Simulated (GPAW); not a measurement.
# Near-edge structure at the Ti K edge of TiB2 (P6/mmm), part 4 of 4

How does the Ti K edge of TiB2 (P6/mmm) move when the bonds are compressed or stretched?

GPAW 26.7.0; X-ray absorption from dipole matrix elements to empty bands, plane-wave PAW PBE.

So far. Step 10 (Spectrum with XCH, Ti atom 1): The scaled spectrum changes by 8 % r.m.s. The highest intensity below 24 eV goes from 16.4 eV (2.35) to 16.0 eV (2.38).

### Step 12. Spectrum with XCH, Ti atom 1

Shorter bonds are expected to push antibonding states and scattering resonances up, and longer ones down; the cell is scaled to test that.

Changed against the first core-hole run: volume scale from 1 to 1.06.

xas.py reads:

```python
import numpy as np
from ase import Atoms
from ase.parallel import parprint, paropen
from gpaw import GPAW, PW, FermiDirac, Mixer, MixerDif, setup_paths
from gpaw.test import gen
setup_paths.insert(0, '.')
gen('Ti', name='fch1s', xcname='PBE', corehole=(1, 0, 1), write_xml=True)
from gpaw.mpi import world
world.barrier()

atoms = Atoms('Ti6B12',
    cell=[[0, 5.34963146, 0],
     [-4.63291674, -2.67481573, 0],
     [0, 0, 6.58343607]],
    scaled_positions=[[0, 0, 0],
     [0.33333333, 0.66666667, 0],
     [0, 0, 0.5],
     [0.66666667, 0.33333333, 0],
     [0.33333333, 0.66666667, 0.5],
     [0.66666667, 0.33333333, 0.5],
     [0, 0.66666667, 0.25],
     [0.33333333, 0.33333333, 0.25],
     [0, 0.66666667, 0.75],
     [0.66666667, 0, 0.25],
     [0.33333333, 0.33333333, 0.75],
     [0.66666667, 0, 0.75],
     [0.33333333, 0, 0.25],
     [0.66666667, 0.66666667, 0.25],
     [0.33333333, 0, 0.75],
     [0, 0.33333333, 0.25],
     [0.66666667, 0.66666667, 0.75],
     [0, 0.33333333, 0.75]],
    pbc=True)
atoms.calc = calc = GPAW(legacy_gpaw=True, mode=PW(430, force_complex_dtype=True), xc='PBE', setups={0: 'fch1s'},
    kpts={'size': (5, 5, 4), 'gamma': True}, occupations=FermiDirac(0.1),
    charge=-1, mixer=Mixer(0.1, 5, 50), maxiter=150,
    convergence={'density': 0.0001, 'eigenstates': 1e-6}, txt='scf.txt')
energy = atoms.get_potential_energy() + calc.get_reference_energy()
ef = calc.get_fermi_level()
out = dict(energy=energy, fermi=ef, forces=atoms.get_forces().tolist())
parprint(f'all-electron energy {energy:.4f} eV, Fermi level {ef:.4f} eV')
ev = np.array([[calc.get_eigenvalues(k, s) for k in range(len(calc.get_ibz_k_points()))] for s in range(calc.get_number_of_spins())])
out['homo'], out['lumo'], out['counts'] = ev[ev < ef].max(), ev[ev > ef].min(), sorted(set((ev < ef).sum((0, 2)).tolist()))
out['filled'] = (ev[:, 0] < ef).sum(1).tolist()

from ase.units import Ha
from gpaw.xas import dipole_matrix_elements
nb = int(calc.get_number_of_electrons() / 2) + 130
top, nb = nb, nb + 8 + nb // 12
nscf = calc.fixed_density(kpts={'size': (7, 7, 5), 'gamma': True}, nbands=nb,
    convergence={'bands': top, 'eigenstates': 5e-3}, maxiter=60, txt='nscf.txt')
cell = atoms.cell.array
ops = [cell.T @ U.T @ np.linalg.inv(cell.T) for U in nscf.wfs.kd.symmetry.op_scc]
E = np.arange(-6, 34, 0.1)
fwhm = np.interp(E, [4, 25], [0.94, 3.5])
Y, X, zero, highest = 0, 0, 1e9, 1e9
for spin in range(nscf.get_number_of_spins()):
    wfs = nscf.wfs
    mine = wfs.bd.get_slice()  # this rank's bands
    A = dipole_matrix_elements(wfs.setups[0])
    eps = np.zeros((wfs.kd.nibzkpts, nb))
    d = np.zeros((3, A.shape[1], wfs.kd.nibzkpts, nb), complex)
    for kpt in wfs.kpt_u:
        if kpt.s == spin and 0 in kpt.P_ani:
            eps[kpt.k, mine] = kpt.eps_n * Ha
            d[:, :, kpt.k, mine] = (kpt.weight * wfs.nspins / 2) ** 0.5 * np.inner(A, kpt.P_ani[0])
    world.sum(eps)
    world.sum(d)
    T = np.einsum('amkn,bmkn->abkn', d, d.conj()).real
    T = sum(np.einsum('ai,ijkn,bj->abkn', R, T, R) for R in ops) / len(ops)
    empty = eps > ef
    zero, highest = min(zero, eps[empty].min()), min(highest, eps[:, top - 1].min())
    lines = [(eps, T, empty)] if spin == 0 else lines + [(eps, T, empty)]
for eps, T, empty in lines:
    f = np.einsum('aakn->akn', T).reshape(3, -1)
    x = eps.ravel() - zero
    w = np.interp(x, E, fwhm) / 2.35482
    g = np.exp(-0.5 * ((E[:, None] - x) / w) ** 2) / (w * (2 * np.pi) ** 0.5)
    Y = Y + (f * empty.ravel()) @ g.T
    X = X + (f * ~empty.ravel()) @ g.T
out.update(E=E.round(2).tolist(), xas=Y.tolist(), xes=X.tolist(), zero=zero, valid=highest - zero, nk=len(eps), nb=nb)
for i in range(0, len(E), 10):
    parprint(f'{E[i]:7.2f}', *(f'{v:10.3e}' for v in Y[:, i]))
import json
with paropen('out.json', 'w') as f:
    json.dump(out, f)
```

The run is started by

```bash
> OMP_NUM_THREADS=1 mpirun -n 4 gpaw python xas.py
```

Numbers of over 12 decimals in the logs are rounded to 6 here.

Log:

```text
Input parameters:
  charge: -1
  convergence: {density: 0.0001,
                eigenstates: 1e-06}
  kpts: {gamma: True,
         size: (5, 5, 4)}
  maxiter: 150
  mixer: {backend: pulay,
          beta: 0.1,
          method: separate,
          nmaxold: 5,
          weight: 50}
  mode: {ecut: 430.0,
         force_complex_dtype: True,
         name: pw}
  occupations: {fixmagmom: False,
[...]
*d    :     0.343888
--------------------------------

Diagonalizing with gridspacing h=0.050

state   all-electron     PAW
-------------------------------
3s:      -2.998602    -2.998884
3p:      -2.109826    -2.110472
3d:      -0.656112    -0.656704
*f:                   -0.028297
-------------------------------
all-electron energy -142532.9339 eV, Fermi level 10.8147 eV
[...]
32.00  3.470e-07  3.470e-07  2.921e-07
  33.00  3.730e-07  3.730e-07  2.741e-07
[key lines of the parts left out:]
Converged after 20 iterations.
Dipole moment: (0.000000, -0.000000, -0.000000) |e|*Ang
Free energy:   -150.620670
Fermi level: 10.81472
```

Run time: 4.3 min. Hardware: 4 MPI ranks of Arm Neoverse V1, shared host; peak memory 0.59 GiB.

| E (eV) | first run | this run |
| --- | --- | --- |
| -2.0 | 0.00 | 0.00 |
| -1.0 | 0.00 | 0.00 |
| 0.0 | 0.02 | 0.02 |
| 1.0 | 0.10 | 0.10 |
| 2.0 | 0.18 | 0.19 |
| 3.0 | 0.24 | 0.24 |
| 4.0 | 0.31 | 0.29 |
| 5.0 | 0.36 | 0.42 |
| 6.0 | 0.50 | 0.47 |
| 7.0 | 0.53 | 0.63 |
| 8.0 | 0.81 | 0.92 |
| 9.0 | 1.04 | 1.01 |
| 10.0 | 0.97 | 0.89 |
| 11.0 | 0.89 | 0.90 |
| 12.0 | 0.98 | 1.21 |
| 13.0 | 1.36 | 1.70 |
| 14.0 | 1.77 | 2.05 |
| 15.0 | 2.07 | 2.32 |
| 16.0 | 2.31 | 2.37 |
| 17.0 | 2.26 | 1.89 |
| 18.0 | 1.74 | 1.20 |
| 19.0 | 1.11 | 0.77 |
| 20.0 | 0.76 | 0.75 |
| 21.0 | 0.78 | 0.93 |
| 22.0 | 0.96 | 1.06 |
| 23.0 | 1.08 | 1.12 |
| 24.0 | 1.12 | 1.16 |
| 25.0 | 1.15 | 1.18 |
| 26.0 | 1.17 | 1.15 |
| 27.0 | 1.16 | 1.07 |
| 28.0 | 1.09 | 0.95 |
| 29.0 | 0.99 | 0.85 |
| 30.0 | 0.89 | 0.78 |
| 31.0 | 0.81 | 0.74 |
| 32.0 | 0.76 | 0.73 |

Against the first run the r.m.s. difference is 16 %. A shift of -0.8 eV leaves 4 %. The highest intensity below 24 eV goes from 16.4 eV (2.35) to 15.6 eV (2.40).

The photon energy of the zero moves by +0.17 eV.

### Step 13. The volumes side by side

| volume | nearest distance (Å) | shift of the zero (eV) | maximum 1 (eV above own zero) | maximum 2 (eV above own zero) | maximum 3 (eV above own zero) |
| --- | --- | --- | --- | --- | --- |
| 0.94 | 2.331 | -0.20 | 9.8 | 17.3 | 27.2 |
| 0.97 | 2.356 | -0.09 | 9.5 | 16.8 | 26.8 |
| 1 | 2.380 | +0.00 | 9.2 | 16.4 | 26.3 |
| 1.03 | 2.404 | +0.09 | 9.0 | 16.0 | 25.7 |
| 1.06 | 2.427 | +0.17 | 8.7 | 15.6 | 25.0 |

The curves, each shifted by its zero's change so that they share one photon-energy axis, counted from the zero at V × 1:

| E (eV) | V × 0.94 | V × 0.97 | V × 1 | V × 1.03 | V × 1.06 |
| --- | --- | --- | --- | --- | --- |
| -2.0 | 0.00 | 0.00 | 0.00 | 0.00 | 0.00 |
| -1.0 | 0.00 | 0.00 | 0.00 | 0.00 | 0.00 |
| 0.0 | 0.04 | 0.03 | 0.02 | 0.02 | 0.02 |
| 1.0 | 0.11 | 0.10 | 0.10 | 0.09 | 0.08 |
| 2.0 | 0.20 | 0.19 | 0.18 | 0.18 | 0.17 |
| 3.0 | 0.26 | 0.25 | 0.24 | 0.23 | 0.23 |
| 4.0 | 0.32 | 0.32 | 0.31 | 0.30 | 0.30 |
| 5.0 | 0.33 | 0.34 | 0.36 | 0.37 | 0.39 |
| 6.0 | 0.52 | 0.51 | 0.50 | 0.49 | 0.47 |
| 7.0 | 0.51 | 0.52 | 0.53 | 0.55 | 0.58 |
| 8.0 | 0.74 | 0.78 | 0.81 | 0.84 | 0.87 |
| 9.0 | 1.03 | 1.04 | 1.04 | 1.04 | 1.02 |
| 10.0 | 1.06 | 1.01 | 0.97 | 0.93 | 0.91 |
| 11.0 | 0.94 | 0.90 | 0.89 | 0.88 | 0.88 |
| 12.0 | 0.92 | 0.94 | 0.98 | 1.05 | 1.14 |
| 13.0 | 1.13 | 1.23 | 1.36 | 1.49 | 1.63 |
| 14.0 | 1.52 | 1.65 | 1.77 | 1.89 | 2.00 |
| 15.0 | 1.87 | 1.97 | 2.07 | 2.18 | 2.28 |
| 16.0 | 2.14 | 2.23 | 2.31 | 2.37 | 2.39 |
| 17.0 | 2.31 | 2.31 | 2.26 | 2.16 | 2.00 |
| 18.0 | 2.13 | 1.95 | 1.74 | 1.52 | 1.30 |
| 19.0 | 1.57 | 1.32 | 1.11 | 0.94 | 0.81 |
| 20.0 | 1.00 | 0.85 | 0.76 | 0.72 | 0.73 |
| 21.0 | 0.75 | 0.74 | 0.78 | 0.84 | 0.90 |
| 22.0 | 0.83 | 0.89 | 0.96 | 1.01 | 1.05 |
| 23.0 | 1.00 | 1.05 | 1.08 | 1.10 | 1.11 |
| 24.0 | 1.10 | 1.11 | 1.12 | 1.13 | 1.15 |
| 25.0 | 1.14 | 1.14 | 1.15 | 1.16 | 1.18 |
| 26.0 | 1.16 | 1.16 | 1.17 | 1.17 | 1.16 |
| 27.0 | 1.17 | 1.16 | 1.16 | 1.13 | 1.09 |
| 28.0 | 1.15 | 1.13 | 1.09 | 1.04 | 0.97 |
| 29.0 | 1.10 | 1.05 | 0.99 | 0.93 | 0.86 |
| 30.0 | 1.02 | 0.95 | 0.89 | 0.83 | 0.79 |
| 31.0 | 0.93 | 0.86 | 0.81 | 0.77 | 0.75 |
| 32.0 | 0.85 | 0.80 | 0.76 | 0.74 | 0.73 |

### Step 14. Summary of results

| Quantity | Value |
| --- | --- |
| absorber and edge | Ti K, atom 1 of the ground-state input (counted from 1) |
| surroundings | 12 B at 2.38 Å (12-fold, site symmetry 6/mmm) |
| highest intensity below 24 eV | 16.4 eV above the zero, height 2.35 |
| photon energy of the zero, with the added terms | 4960.7 eV (raw 4983.5 eV; uncertain by a few eV) |

In words: From V × 0.94 to V × 1.06 the nearest distance grows by 0.095 Å and the zero moves by +0.36 eV. Above their own zero, the maxima move from 9.8 to 8.7 eV, from 17.3 to 15.6 eV and from 27.2 to 25.0 eV. The one highest in energy moves most, in the direction that the rule ΔE·R² ≈ constant for scattering resonances gives. The Ti K edge of atom 1, with 12 B at 2.38 Å (12-fold, site symmetry 6/mmm), has its highest intensity of the first 24 eV at 16.4 eV above the zero, near 4977 eV in photon energy (uncertain by a few eV), 2.3 times the mean level of the first 20 eV (Gaussian full width 0.94 eV up to 4 eV, rising linearly to 3.5 eV at 25 eV). At the Ti K edge of atom 1 polarisation matters most near 19.2 eV, where the curves differ by 0.8 on this scale. Quadrupole 1s→3d transitions, which feed the pre-edge, are not in the dipole spectrum. The holes are only 5.2 Å apart, so the shape is probably not converged with cell size; no larger cell was run here. The structure is a published determination, not relaxed.

[Banner, clock and machine lines of the logs are left out without a mark of their own.]

[Logs are printed without paths, hosts, clocks, repeated set-up lines and the standing remarks that a program may print on its own settings, such as how far it seeks lower states.]

[Hosts, paths, dates, database ids (printed as entryN), source tags and the programs' standing remarks are cut or masked in the printed files.]

[Lists of maxima count a maximum above −3 eV only where it reaches 4 % of the highest in the window and stands out from its surroundings by 2 % of it (1.5 % where it reaches 55 %); shoulders and weaker maxima are passed over, and of the rest the first, up to two pre-edge ones and the few strongest are named.]
